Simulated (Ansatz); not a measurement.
# Lattice dynamics of LaBi (model cell, started as NiAs type), part 2 of 2

How does LaBi (model cell, started as NiAs type) vibrate, and is this structure a minimum?

Ansatz 0.2.0; DFT PBEsol, scalar-relativistic, plane waves, PAW.

So far. Step 4 (Tight relaxation): The forces vanish by symmetry and the pressure is 0.005 GPa, within the tolerances set. The cell now holds 36.51 Å³/atom. The relaxed cell has a = 4.575, c = 8.058 Å (conventional setting).

The structure was built from a prototype and need not be the compound's stable phase.

**5. Phonons on a q mesh**

The mesh has a single point along some directions, so zone-edge points there are not solved. Linear response on a 2×2×1 q mesh gives force constants as far as a supercell of that size would.

input.yaml

```yaml
crystal:
  lattice:
    - [4.574673627, 2.8909e-06, 0.0]
    - [-2.2873393171, 3.9617821295, 0.0]
    - [0.0, 0.0, 8.0581060837]
  atoms:
    - { symbol: La, position: [0.0, 0.0, 0.0] }
    - { symbol: La, position: [0.0, 0.0, 0.5] }
    - { symbol: Bi, position: [0.3333333333, 0.6666666667, 0.25] }
    - { symbol: Bi, position: [0.6666666667, 0.3333333333, 0.75] }
kpoints:
  mp_grid: { grid: [10, 10, 6] }
hamiltonian:
  xc: pbesol
scf:
  occupations: { method: methfessel_paxton, width: 0.15 }
output:
  eigenvalues: true
phonons:
  method: dfpt
  qmesh: [2, 2, 1]
  temperatures: { t_max: 1000, t_step: 50 }
  qpath:
    path:
      - [[0.0, 0.0, 0.0], [0.5, 0.0, 0.0], [0.33333333, 0.33333333, 0.0], [0.0, 0.0, 0.0], [0.0, 0.0, 0.5], [0.5, 0.0, 0.5], [0.33333333, 0.33333333, 0.5], [0.0, 0.0, 0.5]]
      - [[0.5, 0.0, 0.5], [0.5, 0.0, 0.0]]
      - [[0.33333333, 0.33333333, 0.5], [0.33333333, 0.33333333, 0.0]]
    npoints: 10
```

Started as:

```sh
$ ansatz run input.yaml --threads 4 --pin off --max-ram 7168MiB --backend cpu --events-out ev --progress --plain --runs-dir out
```

Numbers of over 12 decimals in the logs are rounded to 6 here.

Log:

```text
[...]
Crystal: 4 atoms, lattice volume = 146.044 Å³
Basis set: ecut = 420 eV, 2889 PW (Γ), exchange–correlation on 64×64×108 points (8 copies of the dense FFT grid, shifted against one another)
Bands: 32, of which v1, the nominal top of the filled ones, is band 26 counted from 1 (25 counted from 0)
Symmetry: 24 space group operations
k-points: 56 of 600
[...]
SCF iter   1: F=—  HF=-36810.204791 eV  |F-HF|=—  |Δ(HF+E_count)|=         —  Δρ=2.05e-3  dr2=7.47e-3  ethr=1.77e-3  ⟨swp⟩=5.3  Hψ=7722  notcnv=0
[...]
SCF iter  10: F=-36810.204063 eV  HF=-36810.204063 eV  |F-HF|=1.46e-11  |Δ(HF+E_count)|=  2.91e-11  S|Δr|=    0.00e0  Δρ=3.47e-8  dr2=2.95e-12  ethr=1.00e-12  ⟨swp⟩=15.3  Hψ=11581  notcnv=0
SCF 1 converged in 10 iterations: F = -36810.204063 eV  dr2 = 2.95e-12
[...]
phonons: the bands overlap, so this run is a metal and interpolates without the dipole-dipole term. If the crystal is really an insulator or semiconductor, its LO-TO splitting is missing
NSCF: frozen V_eff on 56 k-points
WARN: eigensolver did not converge in 3 slots of this pass, the one above among them; of largest residual over every band (k=4): 1 band(s) unlocked (lowest unlocked band 31, counted from 0; max residual 1.22e-3 eV among the unlocked bands, 1.22e-3 eV over every band); of lowest unlocked band (k=3): band 31
[...]
DFPT response loops at q = (0, 0, 0) (fractional): preconditioner auto → Kerker (q_TF=auto, 2.297 Å⁻¹) (partly filled bands, converged f_vac=0.000); β = 1.00, the filter's whole step (`scf.mixing.beta` (0.50) is not read by the response loops under this deck's `scf.mixing.preconditioner`; to damp them name `kerker` or `kerker_dos`, under which they read `scf.mixing.beta`, and type it under 1.00, their step now; both keys bind the ground state too); Broyden in place of MSR1
[...]
SCF converged after 10 iterations
[...]
Free energy (F): -36810.204063 eV
[...]
Internal energy: -36810.203801 eV  (E = F + TS)
E sigma→0 (E₀):  -36810.203998 eV
Entropy (-TS):   -0.000262 eV (-0.065 meV/atom)
Fermi energy:    9.767682 eV
[...]
--- Band table (eV; the first three rows and the last of 56) ---
  k-point 0: bands = [... 22 lower, 8.4041, 9.5969, 9.7990, 10.1001, 10.1001, 11.1966, 11.1966, 11.2816, ... 2 higher]
  k-point 1: bands = [... 22 lower, 8.4766, 9.1490, 9.8799, 9.8799, 10.0451, 11.2356, 11.2356, 11.3172, ... 2 higher]
  k-point 2: bands = [... 22 lower, 8.6888, 8.6888, 9.4485, 9.4485, 10.4251, 11.2146, 11.3299, 11.3299, ... 2 higher]
  k-point 55: bands = [... 22 lower, 8.0990, 8.0990, 8.4772, 8.4772, 10.9958, 10.9958, 11.3401, 11.3401, ... 2 higher]
--- Phonons (Γ-DFPT): 4 representative perturbations + reference (Σ response iterations 12) ---
  ASR residual: 2.913e-5 → 0.000e0 eV/Å²; symmetrization residual: 2.476e-5 eV/Å²
  ASR residual per site (eV/Å²): 2.91e-5 2.91e-5 1.73e-5 1.73e-5
  Γ frequencies (cm⁻¹): 0.00 0.00 0.00 64.96 64.96 65.33 65.33 74.22 74.22 91.25 111.32 137.85
--- Phonons (arbitrary-q DFPT): 2 irreducible q on the 2×2×1 mesh ---
  q = [0.0000, 0.0000, 0.0000] (star 1, of the zone-centre solve; hermiticity 7.33e-6, symmetrization 5.92e-7): -0.00 -0.00 0.00 64.96 64.96 65.33 65.33 74.22 74.22 91.25 111.32 137.85
  q = [0.0000, -0.5000, 0.0000] (star 3, 6 solved perturbations in 1320 linear systems a pass and spin channel, the states on 304 of 600 k-point pairs; hermiticity 1.06e-5, symmetrization 1.28e-6): 34.90 48.34 51.43 70.48 74.41 79.99 81.42 83.24 86.92 114.53 122.10 127.02
  sum rule: each row above includes the acoustic sum rule's correction from the zone centre's row sums; it moved no ω² by more than (0.24 cm⁻¹)²
  mesh force constants: q→R imaginary residual 1.32e-17; ASR residual 2.913e-5 → 0.000e0 eV/Å²; symmetrization residual 3.109e-15 eV/Å²
  interpolated dispersion: 93 rows × 12 modes
  density of states and harmonic sums: on the 16×16×8 q-mesh, interpolated from the force constants of a 2×2×1 supercell (no non-analytic term)
  largest difference from the sums on the solved wave vectors: F 1.73e-1 eV, S 2.38e-4 and C_V 6.45e-5 eV/K
  zero-point energy: 0.058871 eV/cell   skipped modes (ω ≤ 0): 3   left out of the sums: 1.22e-4 of the cell's modes: C_V's classical limit lies that fraction below 3 k_B per atom; for a crystal, a wire or a layer, F and S can be off by more, and a phonons.interpolated_qmesh denser along its periods is the remedy for the sampling
```

Elapsed: 9.3 min, on 4 threads of Arm Neoverse V2, shared host; peak memory 3.7 GiB.

The column dr2 measures how far the density is from self-consistency, as an energy; F and HF (Harris–Foulkes) agree once it is small.

Numbers from this step:

```
sum-rule residual before enforcement                          : 2.91e-5 eV/Å²
point group                                                   : 6/mmm
highest optical mode at the zone centre (no LO-TO term)       : 137.8 cm⁻¹
lowest optical zone-centre mode                               : 64.96 cm⁻¹
lowest mode on the q mesh (acoustic modes at Γ apart)         : 34.9 cm⁻¹
highest frequency at a solved wavevector (no LO-TO term at Γ) : 137.8 cm⁻¹
```

Frequencies (cm⁻¹) solved at each irreducible wavevector; negative means imaginary. Frequencies by wavevector, by row:

```
q in reciprocal lattice units  star  mode 1  mode 2  mode 3  mode 4  mode 10  mode 11  mode 12
                        0 0 0     1       0       0       0      65     91.2    111.3    137.8
                     0 -0.5 0     3    34.9    48.3    51.4    70.5    114.5    122.1      127
```

Symmetry leaves 2 wavevectors to solve. The lowest mode among them, the acoustic zeros apart, lies at q = (0, -0.5, 0) and is real, 34.9 cm⁻¹.

**6. Outcome**

| Quantity | Value |
| --- | --- |
| space group after relaxation (within 0.01 Å) | P6_3/mmc |
| volume per atom | 36.5 Å³ |
| electronic character | no gap on this mesh |
| highest optical mode at the zone centre (no LO-TO term) | 138 cm⁻¹ |
| lowest optical zone-centre mode | 65.0 cm⁻¹ |
| lowest mode on the q mesh (acoustic modes at Γ apart) | 34.9 cm⁻¹ |
| imaginary modes on the 2×2×1 q mesh | none |

What this shows: The structure is a minimum as far as tested: no mode is imaginary at the 2 irreducible wavevectors of the 2×2×1 mesh, and the softest away from the acoustic zeros lies at 35 cm⁻¹. The optical modes at Γ span 65 to 138 cm⁻¹. The q mesh is too sparse to interpolate, so only the solved wavevectors are given. With no gap, or one that is small against the smearing, the frequencies hang on the k mesh and the smearing, most of all near Kohn anomalies. Spin-orbit coupling is left out, which can matter for the heavy elements here. A phonon run warned that its eigensolver left some bands unconverged in a pass. The starting cell was built on a prototype and not taken from a measurement, so the phase need not exist. These are harmonic frequencies at zero temperature: anharmonic shifts, linewidths and thermal expansion are left out.

[Logs are printed without paths, hosts, clocks, repeated set-up lines and the standing remarks that a program may print on its own settings, such as how far it seeks lower states.]

[Hosts, paths, dates, database ids (printed as entryN), source tags and the programs' standing remarks are cut or masked in the printed files.]
